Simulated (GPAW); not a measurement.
## A C chain with two Sn atoms in line: transmission at several levels

Wanted: the zero-bias transmission of a C chain with two Sn atoms in line on a ladder of levels, with run times.

Main program and level: GPAW 26.7.0; GPAW LCAO, PAW setups; Landauer transmission from Green's functions with principal layers (ASE), zero bias.

## Step 1: Starting point

The cell holds 14 atoms: 12 C and 2 Sn. Cell: a = 9.000 Å, b = 9.000 Å, c = 20.754 Å, α = 90.0°, β = 90.0°, γ = 90.0°. Regions: left lead, 6 atoms (6 C); channel, 2 atoms (2 Sn); right lead, 6 atoms (6 C). Vacuum lies along a and b. The structure is stacked along c, and the current runs across the ab planes.

## Step 2: Double-zeta polarised basis

The script solves lead and junction separately, takes H and S in the orbital basis, and joins semi-infinite leads through their self-energies; the dzp basis is the working standard.

Contents of run.py:

```python
import json
import numpy as np
from ase import Atoms
from ase.transport.calculators import TransportCalculator
from gpaw import GPAW, FermiDirac
from gpaw.lcao.tools import get_lcao_hamiltonian
from scipy.linalg import eigh

# The junction with lead layers at both ends, along the third cell vector
device = Atoms(
    ['C', 'C', 'C', 'C', 'C', 'C', 'Sn', 'Sn', 'C', 'C', 'C', 'C', 'C', 'C'],
    positions=[
        [4.50000, 4.50000, 0.64000],
        [4.50000, 4.50000, 1.92000],
        [4.50000, 4.50000, 3.20000],
        [4.50000, 4.50000, 4.48000],
        [4.50000, 4.50000, 5.76000],
        [4.50000, 4.50000, 7.04000],
        [4.50000, 4.50000, 9.00190],
        [4.50000, 4.50000, 11.75190],
        [4.50000, 4.50000, 13.71380],
        [4.50000, 4.50000, 14.99380],
        [4.50000, 4.50000, 16.27380],
        [4.50000, 4.50000, 17.55380],
        [4.50000, 4.50000, 18.83380],
        [4.50000, 4.50000, 20.11380]],
    cell=[[9.0, 0.0, 0.0], [0.0, 9.0, 0.0], [0.0, 0.0, 20.7538]],
    pbc=True)

# One principal layer of the lead: the first 4 atoms of the device
lead = Atoms(
    ['C', 'C', 'C', 'C'],
    positions=[
        [4.50000, 4.50000, 0.64000],
        [4.50000, 4.50000, 1.92000],
        [4.50000, 4.50000, 3.20000],
        [4.50000, 4.50000, 4.48000]],
    cell=[[9.0, 0.0, 0.0], [0.0, 9.0, 0.0], [0.0, 0.0, 5.12]],
    pbc=True)

settings = dict(mode='lcao', basis='dzp', xc='PBE', h=0.2,
                occupations=FermiDirac(0.1), maxiter=250,
                mixer=dict(beta=0.1, nmaxold=8, weight=100.0),
                convergence=dict(density=0.0001))
energies = np.arange(-3, 3 + 1e-9, 0.075)
eta = 0.0001
n1, n2 = 1, 1
# k and -k transmit alike, so half of the mesh across the current serves
mesh = [(i, j) for i in range(n1) for j in range(n2) if (i, j) <= (-i % n1, -j % n2)]
weights = np.array([1 if (i, j) == (-i % n1, -j % n2) else 2 for i, j in mesh]) / (n1 * n2)

# [... helper functions left out ...]
fermi_lead = ground_state(lead, (1, 1, 22), 'lead.txt')
fermi_device = ground_state(device, (1, 1, 4), 'device.txt')
# [... loop over the mesh left out, but for ...]
        # Shift the lead onto the potential of the device's first layer
        shift = ((H[:, 0, 0] - H0[:, 0, 0]) / S0[0, 0]).real.mean()
# [...]
kT = 8.617333e-5 * 500
bias = [0.1, 0.2, 0.5, 1.0, 1.5, 2.0]
# [... integrals and printing left out ...]
```

On the command line:

```console
> OMP_NUM_THREADS=1 OPENBLAS_NUM_THREADS=1 python run.py
```

What it wrote:

```text
basis functions: device 202, principal layer 52
Fermi level: lead -4.2215 eV, device -3.7547 eV; lead shifted by -0.0507 eV
largest coupling past the next layer 1.03e-04 eV, largest misfit of the first layer 0.061 eV
  E-E_F (eV)   T (one spin)  [channel counts left out]
    -3.000    1.3726e-03
    -2.925    1.5993e-03
    -2.850    1.8621e-03
    -2.775    2.1673e-03
    -2.700    2.5221e-03
    -2.625    2.9353e-03
    -2.550    3.4177e-03
    -2.475    3.9818e-03
    -2.400    4.6432e-03
    -2.325    5.4206e-03
    -2.250    6.3368e-03
    -2.175    7.4196e-03
    -2.100    8.7029e-03
    -2.025    1.0229e-02
    -1.950    1.2048e-02
    -1.875    1.4224e-02
[...]
2.475    1.8127e+00
     2.550    1.7423e+00
     2.625    1.6641e+00
     2.700    1.5805e+00
     2.775    1.4936e+00
     2.850    1.4056e+00
     2.925    1.3184e+00
     3.000    1.2335e+00
conductance at 500 K: 1.5754 G0 a cell; thermopower -16.25 uV/K
current from the zero-bias T(E) at 0.1 V: 12.193 uA
current from the zero-bias T(E) at 0.2 V: 24.309 uA
current from the zero-bias T(E) at 0.5 V: 59.511 uA
current from the zero-bias T(E) at 1.0 V: 112 uA
current from the zero-bias T(E) at 1.5 V: 156.56 uA
current from the zero-bias T(E) at 2.0 V: 195.84 uA
```

The job ended after 28 s (1 thread of Arm Neoverse V1, shared host; peak memory 0.67 GiB).

This step gave:

| Property | Result |
| --- | --- |
| conductance | 1.575 G₀ |
| thermopower | -16.25 μV/K |
| largest coupling past the next principal layer | 1.03e-4 eV |
| largest misfit of the first principal layer | 0.06085 eV |
| shift that aligns the lead | -0.05068 eV |
| basis functions of the junction | 202 |
| basis functions of a principal layer | 52 |
| transmission at the Fermi level (one spin) | 1.592 |

One spin. Table of transmission, zone mean by energy, zero at the Fermi level:

| energy (eV) | transmission, zone mean |
| --- | --- |
| -3.0000 | 0.00137 |
| -2.7750 | 0.00217 |
| -2.4750 | 0.00398 |
| -2.2500 | 0.00634 |
| -2.0250 | 0.0102 |
| -1.7250 | 0.0200 |
| -1.5000 | 0.0340 |
| -1.2750 | 0.0595 |
| -0.9750 | 0.132 |
| -0.7500 | 0.248 |
| -0.5250 | 0.472 |
| -0.2250 | 1.04 |
| 0.0000 | 1.59 |
| 0.2250 | 1.94 |
| 0.3750 | 2.00 |
| 0.5250 | 1.97 |
| 0.7500 | 1.88 |
| 0.9750 | 1.82 |
| 1.2750 | 1.81 |
| 1.5000 | 1.86 |
| 1.7250 | 1.93 |
| 2.0250 | 2.00 |
| 2.2500 | 1.96 |
| 2.4750 | 1.81 |
| 2.7750 | 1.49 |
| 3.0000 | 1.23 |

Not self-consistent under bias; the bias window is split evenly. The current through one cell, from the zero-bias transmission by bias:

```csv
bias (V),"current through one cell, from the zero-bias transmission (μA)"
0.100,12.2
0.200,24.3
0.500,59.5
1.000,112
1.500,157
2.000,196
```

The transmission of the three most open eigenchannels by energy, zero at the Fermi level:

| energy (eV) | channel 1 = channel 2 | channel 3 |
| --- | --- | --- |
| -3.0000 | 6.9e-4 | 0 |
| -2.7750 | 0.00108 | 0 |
| -2.4750 | 0.00199 | 0 |
| -2.2500 | 0.00317 | 0 |
| -2.0250 | 0.00511 | 0 |
| -1.7250 | 0.00999 | 0 |
| -1.5000 | 0.0170 | 0 |
| -1.2750 | 0.0298 | 0 |
| -0.9750 | 0.0660 | 0 |
| -0.7500 | 0.124 | 0 |
| -0.5250 | 0.236 | 0 |
| -0.2250 | 0.521 | 0 |
| 0.0000 | 0.796 | 0 |
| 0.2250 | 0.970 | 0 |
| 0.5250 | 0.985 | 0 |
| 0.7500 | 0.941 | 0 |
| 0.9750 | 0.908 | 0 |
| 1.2750 | 0.905 | 0 |
| 1.5000 | 0.930 | 0 |
| 1.7250 | 0.966 | 0 |
| 2.0250 | 0.999 | 0 |
| 2.2500 | 0.980 | 0 |
| 2.4750 | 0.906 | 0 |
| 2.7750 | 0.747 | 0 |
| 3.0000 | 0.617 | 0 |

Couplings past the next layer reach 1.0e-4 eV, small enough to drop; the matrix elements of the cell's first layer differ from the bulk lead's by up to 0.061 eV. That layer keeps its own values in the calculation, and only beyond it is the lead taken as perfect. The Fermi levels of lead and junction count from different zeros of potential, one for each periodic cell; with both set to zero, the small remaining shift is what aligns them. By hand: G = 1.575 × 77.48 μS = 122 μS, a resistance of 8.19 kΩ; at 0.1 V a linear junction would pass 12.2 μA, and the integral over the bias window gives 12.2 μA. Mott's formula, S = -(π²/3)(k_B²T/e) d ln T/dE, has the prefactor 12.2 μV/K·eV at 500 K; T = 1.416 at -0.075 eV and 1.743 at 0.075 eV give a slope of 1.39 per eV and S = -16.9 μV/K, beside -16.2 μV/K from the thermal integral, which interpolates the same grid.

## Step 3: Single-zeta polarised basis

One radial function a shell plus polarisation makes the matrices smaller; the question is what that costs.

Edit run.py of step 2 so:

```diff
@@ -40,3 +40,3 @@
 
-settings = dict(mode='lcao', basis='dzp', xc='PBE', h=0.2,
+settings = dict(mode='lcao', basis='szp(dzp)', xc='PBE', h=0.2,
                 occupations=FermiDirac(0.1), maxiter=250,
```

What it wrote:

```text
basis functions: device 136, principal layer 36
Fermi level: lead -6.8417 eV, device -5.2799 eV; lead shifted by -0.1253 eV
largest coupling past the next layer 1.03e-04 eV, largest misfit of the first layer 0.134 eV
  E-E_F (eV)   T (one spin)  [channel counts left out]
    -3.000    7.6696e-04
    -2.925    8.9160e-04
    -2.850    1.0373e-03
    -2.775    1.2080e-03
    -2.700    1.4083e-03
    -2.625    1.6437e-03
    -2.550    1.9206e-03
    -2.475    2.2468e-03
    -2.400    2.6318e-03
    -2.325    3.0868e-03
    -2.250    3.6252e-03
    -2.175    4.2637e-03
    -2.100    5.0221e-03
    -2.025    5.9250e-03
    -1.950    7.0023e-03
    -1.875    8.2913e-03
[...]
2.475    1.9115e+00
     2.550    1.8562e+00
     2.625    1.7889e+00
     2.700    1.7115e+00
     2.775    1.6267e+00
     2.850    1.5369e+00
     2.925    1.4447e+00
     3.000    1.3524e+00
conductance at 500 K: 1.3145 G0 a cell; thermopower -24.06 uV/K
current from the zero-bias T(E) at 0.1 V: 10.182 uA
current from the zero-bias T(E) at 0.2 V: 20.343 uA
current from the zero-bias T(E) at 0.5 V: 50.463 uA
current from the zero-bias T(E) at 1.0 V: 97.788 uA
current from the zero-bias T(E) at 1.5 V: 139.79 uA
current from the zero-bias T(E) at 2.0 V: 177.32 uA
```

Elapsed: 21 s, on 1 thread; peak memory 0.66 GiB.

This step gave:

| Property | Result |
| --- | --- |
| conductance | 1.315 G₀ |
| thermopower | -24.06 μV/K |
| largest misfit of the first principal layer | 0.1338 eV |
| shift that aligns the lead | -0.1253 eV |
| basis functions of the junction | 136 |
| basis functions of a principal layer | 36 |
| transmission at the Fermi level (one spin) | 1.321 |

One spin. Table of transmission, zone mean by energy, zero at the Fermi level:

```csv
energy (eV),"transmission, zone mean"
-3.00,7.7e-4
-2.85,0.00104
-2.70,0.00141
-2.55,0.00192
-2.33,0.00309
-2.17,0.00426
-2.02,0.00592
-1.88,0.00829
-1.73,0.0117
-1.57,0.0167
-1.35,0.0290
-1.20,0.0426
-1.05,0.0637
-0.90,0.0969
-0.75,0.150
-0.60,0.236
-0.38,0.473
-0.23,0.744
-0.07,1.11
0.00,1.32
0.07,1.52
0.23,1.84
0.38,1.99
0.45,2.00
0.60,1.96
0.75,1.88
0.90,1.81
1.05,1.77
1.20,1.75
1.35,1.76
1.57,1.81
1.73,1.86
1.88,1.92
2.02,1.97
2.17,2.00
2.33,1.98
2.55,1.86
2.70,1.71
2.85,1.54
3.00,1.35
```

Not self-consistent under bias; the bias window is split evenly. The current through one cell, from the zero-bias transmission by bias:

```csv
bias (V),"current through one cell, from the zero-bias transmission (μA)"
0.100,10.2
0.200,20.3
0.500,50.5
1.000,97.8
1.500,140
2.000,177
```

Transmission of the three most open eigenchannels against energy, zero at the Fermi level:

| energy (eV) | channel 1 = channel 2 | channel 3 |
| --- | --- | --- |
| -3.00 | 3.8e-4 | 0 |
| -2.85 | 5.2e-4 | 0 |
| -2.70 | 7.0e-4 | 0 |
| -2.55 | 9.6e-4 | 0 |
| -2.33 | 0.00154 | 0 |
| -2.17 | 0.00213 | 0 |
| -2.02 | 0.00296 | 0 |
| -1.88 | 0.00415 | 0 |
| -1.73 | 0.00585 | 0 |
| -1.57 | 0.00833 | 0 |
| -1.35 | 0.0145 | 0 |
| -1.20 | 0.0213 | 0 |
| -1.05 | 0.0319 | 0 |
| -0.90 | 0.0484 | 0 |
| -0.75 | 0.0750 | 0 |
| -0.60 | 0.118 | 0 |
| -0.38 | 0.237 | 0 |
| -0.23 | 0.372 | 0 |
| -0.07 | 0.557 | 0 |
| 0.00 | 0.660 | 0 |
| 0.07 | 0.761 | 0 |
| 0.23 | 0.920 | 0 |
| 0.38 | 0.993 | 0 |
| 0.60 | 0.978 | 0 |
| 0.75 | 0.940 | 0 |
| 0.90 | 0.906 | 0 |
| 1.05 | 0.883 | 0 |
| 1.20 | 0.874 | 0 |
| 1.35 | 0.878 | 0 |
| 1.57 | 0.904 | 0 |
| 1.73 | 0.931 | 0 |
| 1.88 | 0.961 | 0 |
| 2.02 | 0.986 | 0 |
| 2.17 | 0.999 | 0 |
| 2.33 | 0.991 | 0 |
| 2.55 | 0.928 | 0 |
| 2.70 | 0.856 | 0 |
| 2.85 | 0.768 | 0 |
| 3.00 | 0.676 | 0 |

The conductance, 1.31 G₀, lies 17 % below that of the dzp run.

## Step 4: Minimal basis

One function for each valence shell of the setup, as for a first survey of a large system.

Edit run.py of step 3 so:

```diff
@@ -40,3 +40,3 @@
 
-settings = dict(mode='lcao', basis='szp(dzp)', xc='PBE', h=0.2,
+settings = dict(mode='lcao', basis='sz(dzp)', xc='PBE', h=0.2,
                 occupations=FermiDirac(0.1), maxiter=250,
```

What it wrote:

```text
basis functions: device 66, principal layer 16
Fermi level: lead -7.7027 eV, device -5.6779 eV; lead shifted by -0.1541 eV
largest coupling past the next layer 1.04e-04 eV, largest misfit of the first layer 0.104 eV
  E-E_F (eV)   T (one spin)  [channel counts left out]
    -3.000    8.6561e-04
    -2.925    9.9947e-04
    -2.850    1.1567e-03
[...]
2.925    1.3695e+00
     3.000    1.2672e+00
conductance at 500 K: 1.3087 G0 a cell; thermopower -24.68 uV/K
current from the zero-bias T(E) at 0.1 V: 10.137 uA
current from the zero-bias T(E) at 0.2 V: 20.255 uA
current from the zero-bias T(E) at 0.5 V: 50.263 uA
current from the zero-bias T(E) at 1.0 V: 97.396 uA
current from the zero-bias T(E) at 1.5 V: 139.16 uA
current from the zero-bias T(E) at 2.0 V: 176.5 uA
```

The job ended after 17 s (1 thread; peak memory 0.62 GiB).

This step gave:

- conductance: 1.309 G₀
- thermopower: -24.68 μV/K
- largest coupling past the next principal layer: 1.04e-4 eV
- largest misfit of the first principal layer: 0.1044 eV
- shift that aligns the lead: -0.1541 eV
- basis functions of the junction: 66
- basis functions of a principal layer: 16
- transmission at the Fermi level (one spin): 1.315

One spin. Transmission, zone mean against energy, zero at the Fermi level:

```csv
energy (eV),"transmission, zone mean"
-3.0000,8.7e-4
-2.7750,0.00134
-2.4750,0.00247
-2.2500,0.00396
-2.0250,0.00641
-1.7250,0.0124
-1.5000,0.0207
-1.2750,0.0357
-0.9750,0.0777
-0.7500,0.147
-0.5250,0.289
-0.2250,0.729
0.0000,1.31
0.2250,1.85
0.4500,2.00
0.5250,1.98
0.7500,1.87
0.9750,1.78
1.2750,1.75
1.5000,1.79
1.7250,1.87
2.0250,1.98
2.1750,2.00
2.2500,1.99
2.4750,1.90
2.7750,1.57
3.0000,1.27
```

The conductance, 1.31 G₀, lies 17 % below that of the dzp run.

## Step 5: LDA in the dzp basis: xc = "LDA"

Back in the dzp basis, the functional changes from PBE to LDA, to set the spread between functionals beside that between bases.

Edit run.py of step 4 so:

```diff
@@ -40,3 +40,3 @@
 
-settings = dict(mode='lcao', basis='sz(dzp)', xc='PBE', h=0.2,
+settings = dict(mode='lcao', basis='dzp', xc='LDA', h=0.2,
                 occupations=FermiDirac(0.1), maxiter=250,
```

What it wrote:

```text
basis functions: device 202, principal layer 52
Fermi level: lead -4.4526 eV, device -3.9995 eV; lead shifted by -0.0494 eV
largest coupling past the next layer 1.02e-04 eV, largest misfit of the first layer 0.059 eV
  E-E_F (eV)   T (one spin)  [channel counts left out]
    -3.000    1.3938e-03
    -2.925    1.6230e-03
    -2.850    1.8886e-03
[...]
2.925    1.2876e+00
     3.000    1.2042e+00
conductance at 500 K: 1.5648 G0 a cell; thermopower -16.17 uV/K
current from the zero-bias T(E) at 0.1 V: 12.112 uA
current from the zero-bias T(E) at 0.2 V: 24.151 uA
current from the zero-bias T(E) at 0.5 V: 59.181 uA
current from the zero-bias T(E) at 1.0 V: 111.68 uA
current from the zero-bias T(E) at 1.5 V: 156.58 uA
current from the zero-bias T(E) at 2.0 V: 196.36 uA
```

It took 26 s on 1 thread; peak memory 0.67 GiB.

Numbers from this step:

```
conductance                                    : 1.565 G₀
thermopower                                    : -16.17 μV/K
largest coupling past the next principal layer : 1.02e-4 eV
largest misfit of the first principal layer    : 0.05914 eV
shift that aligns the lead                     : -0.04940 eV
basis functions of the junction                : 202
basis functions of a principal layer           : 52
transmission at the Fermi level (one spin)     : 1.580
```

The conductance, 1.56 G₀, lies 0.7 % below that of the dzp run.

## Step 6: All levels side by side

Times are for 1 thread of Arm Neoverse V1, shared host. The series side by side:

| no. | run | conductance (G₀) | time | memory (GiB) |
| --- | --- | --- | --- | --- |
| 1 | dzp | 1.575 | 28 s | 0.67 |
| 2 | szp | 1.315 | 21 s | 0.66 |
| 3 | sz | 1.309 | 17 s | 0.62 |
| 4 | dzp LDA | 1.565 | 26 s | 0.67 |

## Step 7: The levels side by side

The curves are compared point by point over the common energies.

This step: comparison of transmission and cost over codes and levels (GPAW 26.7.0).

Ladder, by row:

| step | code | T at the Fermi level (sum over the listed spins) | conductance (G0) | r.m.s. T(E) from the first | wall time (s) | peak memory (GiB) | threads |
| --- | --- | --- | --- | --- | --- | --- | --- |
| dzp | GPAW | 1.592 | 1.575 | 0 | 28.23 | 0.67 | 1 |
| szp | GPAW | 1.321 | 1.315 | 0.105 | 21.11 | 0.66 | 1 |
| sz | GPAW | 1.315 | 1.309 | 0.1034 | 16.79 | 0.62 | 1 |
| dzp-LDA | GPAW | 1.58 | 1.565 | 0.01573 | 25.89 | 0.67 | 1 |

The transmission, zone mean, sum over the listed spins by energy, zero at the Fermi level:

```csv
energy (eV),dzp,szp,sz,dzp-LDA
-3.00,0.00137,7.7e-4,8.7e-4,0.00139
-2.77,0.00217,0.00121,0.00134,0.00220
-2.55,0.00342,0.00192,0.00212,0.00346
-2.25,0.00634,0.00363,0.00396,0.00640
-2.02,0.0102,0.00592,0.00641,0.0103
-1.80,0.0168,0.00984,0.0105,0.0170
-1.57,0.0284,0.0167,0.0174,0.0287
-1.35,0.0492,0.0290,0.0297,0.0498
-1.05,0.108,0.0637,0.0635,0.109
-0.82,0.200,0.120,0.118,0.203
-0.60,0.381,0.236,0.229,0.384
-0.38,0.715,0.473,0.461,0.717
-0.15,1.23,0.918,0.905,1.22
0.00,1.59,1.32,1.31,1.58
0.15,1.86,1.70,1.70,1.85
0.38,2.00,1.99,1.99,2.00
0.60,1.94,1.96,1.95,1.96
0.82,1.85,1.84,1.84,1.88
1.05,1.81,1.77,1.76,1.83
1.35,1.82,1.76,1.76,1.85
1.57,1.88,1.81,1.81,1.91
1.80,1.96,1.89,1.90,1.97
2.02,2.00,1.97,1.98,2.00
2.25,1.96,2.00,1.99,1.94
2.55,1.74,1.86,1.83,1.71
2.77,1.49,1.63,1.57,1.46
3.00,1.23,1.35,1.27,1.20
```

(Continued in part 2 of 2.)

[Logs are printed without paths, hosts, clocks, repeated set-up lines and the standing remarks that a program may print on its own settings, such as how far it seeks lower states.]

[Hosts, paths, dates, database ids (printed as entryN), source tags and the programs' standing remarks are cut or masked in the printed files.]
